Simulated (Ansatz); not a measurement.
# Rh wire along [100], 12 atoms a period: bands along the axis, part 2 of 2

What gap, if any, does the Rh wire along [100], 12 atoms a period have, and how many channels would it open?

Ansatz 0.2.0; DFT PBE, plane waves, PAW; relaxation of a wire's period; PAW set soft_1 (the session's first sound run).

So far: The starting structure; Relaxation of atoms and period.

### 2. Relaxation of atoms and period (continued)

Step by step:

| step | energy less that of the first step (eV) | largest force component (eV/Å) | pressure (GPa) | volume (Å³) |
| --- | --- | --- | --- | --- |
| 1 | 0.0000 | 1.1059 | -4.46 | 602.75 |
| 2 | -0.3289 | 1.3985 | 5.01 | 573.29 |
| 3 | -1.0341 | 0.2465 | -0.87 | 580.91 |
| 4 | -1.0743 | 0.1007 | -0.04 | 576.73 |
| 5 | -1.0819 | 0.0093 | 0.05 | 571.20 |
| 6 | -1.0827 | 0.0040 | -0.02 | 573.21 |
| 7* | -1.0766 | 0.0031 | -0.01 | 573.21 |

Relaxation steps marked * repeat the geometry before them on a plane-wave basis chosen anew for their cell, so energy and pressure can jump there.

The run keeps the 16 symmetry operations that it works with, so distortions that break them were not tested.

| cell as run | before | after | change |
| --- | --- | --- | --- |
| c (Å) | 3.830 | 3.642 | -4.9 % |

The atoms that moved most (Å, along periodic axes as changes of fractional coordinates times the final cell, across vacuum about the mean position):

| atom | dx | dy | dz | length |
| --- | --- | --- | --- | --- |
| Rh1 | 0.054 | -0.055 | 0.000 | 0.077 |
| Rh4 | -0.055 | 0.054 | 0.000 | 0.077 |
| Rh11 | -0.055 | -0.054 | 0.000 | 0.077 |
| Rh12 | -0.054 | -0.055 | 0.000 | 0.077 |
| Rh7 | 0.054 | 0.055 | 0.000 | 0.077 |
| Rh8 | 0.055 | 0.054 | 0.000 | 0.077 |
| Rh6 | -0.054 | 0.055 | 0.000 | 0.077 |
| Rh3 | 0.055 | -0.054 | 0.000 | 0.077 |

Numbers from this step:

* energy at zero smearing: -76819.9650 eV
* cell length along the wire: 3.642 Å

The cell's length comes to 3.642 Å with spin left out.

### 3. The wire at its relaxed period

This step: DFT PBE, plane waves, PAW; bands of a perfect wire; PAW set soft_1 (Ansatz 0.2.0).

At the relaxed period the bands are computed along the axis; those that cross an energy going forward count the channels that a perfect wire would open there.

File input.yaml:

```yaml
crystal:
  lattice:
    - [12.545, 0.0, 0.0]
    - [0.0, 12.545, 0.0]
    - [0.0, 0.0, 3.6422788041]
  atoms:
    - { symbol: Rh, position: [0.275314616, 0.571974158, 0.0] }
    - { symbol: Rh, position: [0.421545703, 0.421545703, 0.0] }
    - { symbol: Rh, position: [0.428025842, 0.724685384, 0.0] }
    - { symbol: Rh, position: [0.571974158, 0.275314616, 0.0] }
    - { symbol: Rh, position: [0.578454297, 0.578454297, 0.0] }
    - { symbol: Rh, position: [0.724685384, 0.428025842, 0.0] }
    - { symbol: Rh, position: [0.275314616, 0.428025842, 0.5] }
    - { symbol: Rh, position: [0.428025842, 0.275314616, 0.5] }
    - { symbol: Rh, position: [0.421545703, 0.578454297, 0.5] }
    - { symbol: Rh, position: [0.578454297, 0.421545703, 0.5] }
    - { symbol: Rh, position: [0.571974158, 0.724685384, 0.5] }
    - { symbol: Rh, position: [0.724685384, 0.571974158, 0.5] }
kpoints:
  mp_grid: { grid: [1, 1, 22] }
  band_path: { path: ["Γ", Z], npoints: 90 }
scf:
  occupations: { method: fermi_dirac, width: 0.05 }
hamiltonian:
  xc: pbe
  pseudopotentials: { kind: paw, azcp: { folder: soft_1 } }
output:
  dos: { e_range: [-5, 4] }
  write_potential: true
  write_density: true
  volumetric_format: npy
```

Command:

```sh
$ ansatz run input.yaml --threads 4 --pin off --max-ram 16384MiB --backend cpu --events-out ev --progress --plain --runs-dir out
```

Numbers of over 12 decimals in the logs are rounded to 6 here.

What it wrote:

```text
[...]
Crystal: 12 atoms, lattice volume = 573.211 Å³
Basis set: ecut = 420 eV, 11109 PW (Γ)
Bands: 123, of which v1, the nominal top of the filled ones, is band 102 counted from 1 (101 counted from 0)
Symmetry: 16 space group operations
[...]
k-points: 12 of 22
[...]
SCF iter   1: F=—  HF=-76825.568374 eV  |F-HF|=—  |Δ(HF+E_count)|=         —  Δρ=4.62e-2  dr2=2.14e1  ethr=3.10e-3  ⟨swp⟩=7.6  Hψ=5984  notcnv=0  defer=10
[...]
SCF iter  11: F=-76820.088862 eV  HF=-76820.088862 eV  |F-HF|=6.98e-10  |Δ(HF+E_count)|=   8.27e-9  Δρ=1.77e-6  dr2=1.52e-8  ethr=4.90e-11  ⟨swp⟩=11.4  Hψ=4558  notcnv=0
SCF 1 converged in 11 iterations: F = -76820.088862 eV  dr2 = 1.52e-8
[...]
NSCF: frozen V_eff on 91 k-points
WARN: The output density's exchange-correlation potential varies sharply where the density is thin. Do not read a vacuum level from v_tot or v_xc, or from such a field of the output density. On a cell that repeats whose density bears no net charge and no dipole along the vacuum's axis use v_es (v_loc + v_h of the components); under efield.dipole_correction with no amplitude use v_es + v_field, which holds any externa [...]
SCF converged after 11 iterations
Free energy (F): -76820.088862 eV
[...]
Internal energy: -76819.837569 eV  (E = F + TS)
E sigma→0 (E₀):  -76819.963215 eV
Entropy (-TS):   -0.251293 eV (-20.941 meV/atom)
Fermi energy:    3.264890 eV
[...]
--- Band table (eV; the first three rows and the last of 12) ---
  k-point 0: bands = [... 98 lower, 3.0516, 3.0516, 3.0638, 3.3129, 3.4449, 3.4449, 3.4975, 3.4975, ... 17 higher]
  k-point 1: bands = [... 98 lower, 3.0528, 3.0645, 3.1001, 3.3150, 3.4301, 3.4301, 3.5260, 3.5260, ... 17 higher]
  k-point 2: bands = [... 98 lower, 3.0582, 3.0593, 3.2332, 3.3367, 3.4082, 3.4082, 3.5138, 3.5515, ... 17 higher]
  k-point 11: bands = [... 98 lower, 3.1543, 3.1543, 3.1841, 3.1841, 3.4103, 3.4103, 3.4608, 3.4608, ... 17 higher]
```

Elapsed: 83 s, on 4 threads of Arm Neoverse V2, shared host; peak memory 3.4 GiB.

This step gave:

* energy at zero smearing: -76819.9632 eV
* band gap: 0 eV

The electronic bands at the labelled points (eV, zero at the Fermi level):

| point | band 99 | band 100 | band 101 | band 102 | band 103 | band 104 | band 105 | band 106 |
| --- | --- | --- | --- | --- | --- | --- | --- | --- |
| Γ | -0.21 | -0.21 | -0.20 | 0.05 | 0.18 | 0.18 | 0.23 | 0.23 |
| halfway | -0.23 | -0.23 | -0.18 | -0.07 | -0.02 | 0.01 | 0.01 | 0.17 |
| Z | -0.11 | -0.11 | -0.08 | -0.08 | 0.15 | 0.15 | 0.20 | 0.20 |

Between Γ and Z the bands cross the Fermi level 9 times, so a perfect wire would conduct at least 9 G₀, with spin left out.

### 4. Outcome

```yaml
cell_length_pbe: 3.642 Å
ballistic_conductance_by_band_crossings_a_lower_bound_pbe: 9 G₀
```

**Reading.** Under PBE the cell's length is 3.64 Å, and the bands cross the Fermi level 9 times between Γ and Z, which gives a perfect wire at least 9 G₀ (opposite crossings within one step of the path cancel in such a count). No spin was allowed, though thin wires with open d shells can turn magnetic.

[Logs are printed without paths, hosts, clocks, repeated set-up lines and the standing remarks that a program may print on its own settings, such as how far it seeks lower states.]

[Hosts, paths, dates, database ids (printed as entryN), source tags and the programs' standing remarks are cut or masked in the printed files.]
